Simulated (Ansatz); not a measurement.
# PbC (model cell, started as CsCl type): a soft mode frozen in, part 3 of 3

Wanted: the energy along a soft mode of PbC (model cell, started as CsCl type) and the structure at the end.

Ansatz 0.2.0; DFT LDA, scalar-relativistic, plane waves, PAW.

So far. Step 4 (The mode frozen in, largest atomic shift 0.45 Å): The run ends at a pressure of 3.26 GPa, with forces up to 0.58 eV/Å. Step 5 (Energy along the mode, all amplitudes (two of the runs …): The lowest step is at 0.45 Å, 46.5 meV/atom below the parent, and the energy rises beyond it.

The structure was built from a prototype and need not be the compound's stable phase.

### 7. The new phase in its own primitive cell

The relaxed structure is symmetrised, reduced to its primitive cell and relaxed tightly, as its phonons need.

input.yaml reads:

```yaml
crystal:
  lattice:
    - [3.2815784416, -8.8755346779, 0.0]
    - [3.2815784416, 8.8755346779, 0.0]
    - [0.0, 0.0, 2.8153251786]
  atoms:
    - { symbol: Pb, position: [0.9001415169, 0.5824666934, 0.25] }
    - { symbol: Pb, position: [0.5824666934, 0.9001415169, 0.75] }
    - { symbol: Pb, position: [0.4175333066, 0.0998584831, 0.25] }
    - { symbol: Pb, position: [0.0998584831, 0.4175333066, 0.75] }
    - { symbol: C, position: [0.7451490215, 0.2548509785, 0.75] }
    - { symbol: C, position: [0.2548509785, 0.7451490215, 0.25] }
    - { symbol: C, position: [0.9992434991, 0.0007565009, 0.75] }
    - { symbol: C, position: [0.0007565009, 0.9992434991, 0.25] }
kpoints:
  mp_grid: { grid: [6, 6, 12] }
hamiltonian:
  xc: lda
scf:
  occupations: { method: methfessel_paxton, width: 0.15 }
output:
  forces: true
  stress: true
  eigenvalues: true
relax:
  adjacent_minimum: "off"
  f_tol: 0.001
  max_steps: 60
  cell: { stress_tol: 0.01 }
```

On the command line:

```bash
> ansatz run input.yaml --threads 4 --pin off --max-ram 7168MiB --backend cpu --events-out ev --progress --plain --runs-dir out
```

The program printed:

```text
[...]
Crystal: 8 atoms, lattice volume = 163.997 Å³
Basis set: ecut = 420 eV, 3223 PW (Γ)
Bands: 44, of which v1, the nominal top of the filled ones, is band 36 counted from 1 (35 counted from 0)
Symmetry: 8 space group operations
[...]
k-points: 91 of 432
[...]
atoms:
    - { symbol: Pb, position: [0.898116, 0.583446, 0.250000] }
    - { symbol: Pb, position: [0.583446, 0.898116, 0.75] }
    - { symbol: Pb, position: [0.416554, 0.101884, 0.250000] }
    - { symbol: Pb, position: [0.101884, 0.416554, 0.75] }
    - { symbol: C, position: [0.744229, 0.255771, 0.75] }
    - { symbol: C, position: [0.255771, 0.744229, 0.250000] }
    - { symbol: C, position: [0.999344, 0.000655911, 0.75] }
    - { symbol: C, position: [0.000655911, 0.999344, 0.250000] }
[key lines of the parts left out:]
SCF converged after 5 iterations
Free energy (F): -47368.995260 eV
Fermi energy:    9.352293 eV
P = ⅓ Tr σ = -0.0023 GPa (-0.023 kbar)
```

Wall time 2.5 min (4 threads of Arm Neoverse V1, shared host); peak memory 0.83 GiB; 10 min of CPU time.

Step by step:

```csv
step,energy less that of the first step (eV),largest force component (eV/Å),pressure (GPa),volume (Å³)
1,0.0000,0.1094,-0.05,164.00
2,-0.0076,0.1007,0.57,161.58
3,-0.0109,0.0296,0.00,161.92
4,-0.0112,0.0190,-0.07,162.34
5,-0.0115,0.0152,-0.05,162.11
6,-0.0121,0.0008,-0.01,161.68
7,-0.0122,0.0039,0.02,161.54
8,-0.0123,0.0002,0.00,161.53
9*,-0.0098,0.0003,-0.02,161.53
10,-0.0103,0.0003,0.00,161.18
11,-0.0103,0.0039,-0.03,161.17
12,-0.0104,0.0002,0.00,161.12
13,-0.0105,0.0002,0.00,161.01
14*,-0.0099,0.0002,0.00,161.01
```

Relaxation steps marked * repeat the geometry before them on a plane-wave basis chosen anew for their cell, so energy and pressure can jump there. Relaxation step 11 was tried and not accepted.

Forces are held to the 8 operations that the program found; a distortion that breaks them can't arise in this run.

```csv
"conventional cell, symmetrised",before,after,change
a (Å),6.563,6.577,+0.2 %
b (Å),17.751,17.317,-2.4 %
c (Å),2.815,2.828,+0.4 %
volume (Å³/atom),20.50,20.13,-1.8 %
```

The atoms that moved most (Å, as changes of fractional coordinates times the final cell):

```csv
atom,dx,dy,dz,length
Pb1,-0.003,0.026,0.000,0.026
Pb2,-0.003,-0.026,0.000,0.026
Pb3,0.003,0.026,0.000,0.026
Pb4,0.003,-0.026,0.000,0.026
C5,0.000,0.016,0.000,0.016
C6,0.000,-0.016,0.000,0.016
```

Read from the output:

```
pressure        : -0.002325 GPa
volume per atom : 20.13 Å³
```

The largest force component left is 0.21 meV/Å and the pressure is -0.002 GPa, within the tolerances set. The cell now holds 20.13 Å³/atom.

### 8. Modes of the new phase, k-mesh 6×6×12

A relaxed structure may still be a saddle point, so its zone-centre modes are computed. No field response is asked, since the mesh shows no gap.

input.yaml reads:

```yaml
crystal:
  lattice:
    - [3.2883236513, -8.6583737705, 0.0]
    - [3.2883236513, 8.6583737705, 0.0]
    - [0.0, 0.0, 2.8275205615]
  atoms:
    - { symbol: Pb, position: [0.8981159112, 0.5834457328, 0.25] }
    - { symbol: Pb, position: [0.5834457328, 0.8981159112, 0.75] }
    - { symbol: Pb, position: [0.4165542672, 0.1018840888, 0.25] }
    - { symbol: Pb, position: [0.1018840888, 0.4165542672, 0.75] }
    - { symbol: C, position: [0.7442294431, 0.2557705569, 0.75] }
    - { symbol: C, position: [0.2557705569, 0.7442294431, 0.25] }
    - { symbol: C, position: [0.999344089, 0.000655911, 0.75] }
    - { symbol: C, position: [0.000655911, 0.999344089, 0.25] }
kpoints:
  mp_grid: { grid: [6, 6, 12] }
hamiltonian:
  xc: lda
scf:
  occupations: { method: methfessel_paxton, width: 0.15 }
output:
  eigenvalues: true
phonons:
  method: dfpt
```

The program printed:

```text
zone centre: on kpoints.mp_grid the ground state, and the responses unless they are solved on pairs of k-points, stand on 140 of the mesh's 432 k-points, reduced under 2 symmetry operations, with k and −k counted as one. Each operation leaves every solved displacement unchanged or reverses it
[...]
Crystal: 8 atoms, lattice volume = 161.008 Å³
Basis set: ecut = 420 eV, 3135 PW (Γ), exchange–correlation on 128×128×40 points (8 copies of the dense FFT grid, shifted against one another)
Bands: 44, of which v1, the nominal top of the filled ones, is band 36 counted from 1 (35 counted from 0)
Symmetry: 8 space group operations
k-points: 140 of 432 (irreducible under 2 space group operations, time reversal used)
[...]
SCF iter   1: F=—  HF=-47369.014288 eV  |F-HF|=—  |Δ(HF+E_count)|=         —  Δρ=6.61e-3  dr2=8.19e-2  ethr=1.77e-3  ⟨swp⟩=7.7  Hψ=28788  notcnv=0
[...]
SCF iter  10: F=-47368.995262 eV  HF=-47368.995262 eV  |F-HF|=7.28e-12  |Δ(HF+E_count)|=  2.91e-11  S|Δr|=    0.00e0  Δρ=6.37e-8  dr2=8.17e-12  ethr=1.00e-12  ⟨swp⟩=12.0  Hψ=37014  notcnv=0
SCF 1 converged in 10 iterations: F = -47368.995262 eV  dr2 = 8.17e-12
[...]
DFPT response loops at Γ: preconditioner auto → Kerker (q_TF=auto, 2.386 Å⁻¹) (partly filled bands, converged f_vac=0.106); β = 1.00, the filter's whole step (`scf.mixing.beta` (0.50) is not read by the response loops under this deck's `scf.mixing.preconditioner`; to damp them name `kerker` or `kerker_dos`, under which they read `scf.mixing.beta`, and type it under 1.00, their step now; both keys bind the ground state too); Broyden in place of MSR1
SCF converged after 10 iterations
[...]
Free energy (F): -47368.995262 eV
[...]
Internal energy: -47368.993938 eV  (E = F + TS)
E sigma→0 (E₀):  -47368.994931 eV
Entropy (-TS):   -0.001324 eV (-0.166 meV/atom)
Fermi energy:    9.352294 eV
[...]
--- Band table (eV; the first three rows and the last of 140) ---
  k-point 0: bands = [... 32 lower, 7.8140, 7.8701, 9.1731, 9.9057, 10.6635, 11.2962, 11.7520, 11.8964, ... 4 higher]
  k-point 1: bands = [... 32 lower, 7.9187, 7.9364, 9.1863, 9.8752, 10.2169, 10.9380, 11.9081, 12.0535, ... 4 higher]
  k-point 2: bands = [... 32 lower, 8.0845, 8.1362, 8.5383, 9.2964, 10.0152, 10.8162, 12.1491, 12.3417, ... 4 higher]
  k-point 139: bands = [... 32 lower, 6.8784, 6.8784, 8.0708, 8.0708, 8.4045, 8.4045, 9.4158, 9.4158, ... 4 higher]
--- Phonons (Γ-DFPT): 9 representative perturbations + reference, on 140 of 432 k-points (Σ response iterations 29) ---
  k mesh reduced under 2 symmetry operations, with k and −k counted as one. Each operation leaves every solved displacement unchanged or reverses it
  ASR residual: 3.424e-5 → 0.000e0 eV/Å²; symmetrization residual: 1.580e-6 eV/Å²
  ASR residual per site (eV/Å²): 2.36e-5 2.36e-5 2.36e-5 2.36e-5 3.29e-5 3.29e-5 3.42e-5 3.42e-5
  Γ frequencies (cm⁻¹): -16.73 0.00 0.00 0.00 16.53 22.16 26.30 27.66 36.14 78.66 87.29 91.73 105.57 106.31 126.92 126.99 162.82 281.31 326.01 373.02 443.77 448.17 516.60 1073.85
  non-analytic LO–TO correction: not included (Born effective charges unavailable; polar crystals: no LO–TO splitting at Γ)
```

Run time: 6.4 min. Hardware: 4 threads; peak memory 3.3 GiB.

Numbers from this step:

```yaml
sum_rule_residual_before_enforcement: 3.42e-5 eV/Å²
point_group: mmm
highest_optical_mode_at_the_zone_centre_no_lo_to_term: 1074 cm⁻¹
lowest_optical_zone_centre_mode: -16.73 cm⁻¹
```

Patterns of degenerate modes are one choice out of their space. The modes at Γ (shares of kinetic energy by element, %) (negative means imaginary):

```csv
mode,frequency (cm⁻¹),symmetry,Pb %,C %
1,-16.7,Au,100,0
2,0.0,acoustic,95,5
3,0.0,acoustic,95,5
4,0.0,acoustic,95,5
5,16.5,B1u,3,97
6,22.2,B2g,100,0
7,26.3,B1g,100,0
8,27.7,B3g,100,0
9,36.1,B3u,90,10
10,78.7,B1g,98,2
11,87.3,B3u,11,89
12,91.7,Ag,96,4
13,105.6,Ag,100,0
14,106.3,B2u,86,14
15,126.9,B2u,16,84
16,127.0,B3g,0,100
17,162.8,B1u,3,97
18,281.3,B3u,4,96
19,326.0,Ag,5,95
20,373.0,B2u,3,97
21,443.8,Ag,0,100
22,448.2,B1g,2,98
23,516.6,B1g,0,100
24,1073.8,B3g,0,100
```

Displacements in mode 1 (-16.7 cm⁻¹), the largest set to 1:
```
Pb1  0.00  0.00  1.00
Pb2  0.00  0.00 -1.00
Pb3  0.00  0.00 -1.00
Pb4  0.00  0.00  1.00
C5   0.00  0.00  0.00
C6   0.00  0.00  0.00
C7   0.00  0.00  0.00
C8   0.00  0.00  0.00
```

Displacements in mode 8 (27.7 cm⁻¹), the largest set to 1:
```
Pb1  0.00  0.00 -1.00
Pb2  0.00  0.00  1.00
Pb3  0.00  0.00 -1.00
Pb4  0.00  0.00  1.00
C5   0.00  0.00  0.17
C6   0.00  0.00 -0.17
C7   0.00  0.00 -0.02
C8   0.00  0.00  0.02
```

Before it was imposed, the acoustic sum rule was missed by 3.4e-5 eV/Å². Small misses are needed for a sound result but don't prove that mesh and cutoff are converged. The lowest optical mode is imaginary, 16.7i cm⁻¹, so the energy falls along it.

### 9. The phases reached

The phases reached along the modes that were followed are set side by side.

Energies are those of the first relaxation, on the mesh of the frozen mode; space group, volume and gap are those of the last relaxation. Phases, by row:

```csv
mode frozen in,space group,energy from parent (meV/atom),volume (Å³/atom),gap on mesh (eV),lowest zone-centre optical mode (cm⁻¹),largest shift (Å)
parent,Pm-3m,0,16.18,0,–,–
"q = (0.25, 0.25, -0.5), 247i cm⁻¹",Cmcm,-790.8,20.13,0,-16.7,2.232
```

### 10. Summary of results

| Property | Result |
| --- | --- |
| unstable mode of the parent | q = (0.25, 0.25, -0.5), 247i cm⁻¹ |
| depth at the lowest point sampled | 46.5 meV/atom |
| largest atomic shift at that point | 0.45 Å |
| space group reached | Cmcm |
| energy gained over the parent (first relaxation, on the mesh of the frozen mode) | 791 meV/atom |
| volume per atom, phase reached | 20.1 Å³ |
| lowest optical zone-centre mode, phase reached | -16.7 cm⁻¹ |
| highest optical mode at the zone centre (no LO-TO term), phase reached | 1074 cm⁻¹ |

In words: Along this mode the structure falls into Cmcm, 791 meV/atom below the parent. At the parent's cell the well is 46.47 meV/atom deep on the steps tried, with its lowest point at a shift of 0.45 Å. Relaxing atoms and cell changes the gain by +744.35 meV/atom against the lowest step (energies at zero smearing). Most of the total comes from this relaxation. The new phase still has an imaginary mode at the zone centre of its cell, so it is a saddle point on the way to a lower structure. Each path keeps the symmetry of its pattern, so a lower phase may lie along a pattern not tried. With no gap, or one that is small against the smearing, the frequencies hang on the k mesh and the smearing, most of all near Kohn anomalies. The volume moved by more than a tenth on the k mesh of the start, so the energy gain is rough. Spin-orbit coupling is left out, which can matter for the heavy elements here. A phonon run warned that its eigensolver left some bands unconverged in a pass. The starting cell was built on a prototype and not taken from a measurement, so the phase need not exist.

[Long decimals in the printed logs are rounded to 6 places.]

[Logs are printed without paths, hosts, clocks, repeated set-up lines and the standing remarks that a program may print on its own settings, such as how far it seeks lower states.]

[Hosts, paths, dates, database ids (printed as entryN), source tags and the programs' standing remarks are cut or masked in the printed files.]

[Where the starting crystal was built by hand or by swapping elements, it need not be the compound's stable phase.]
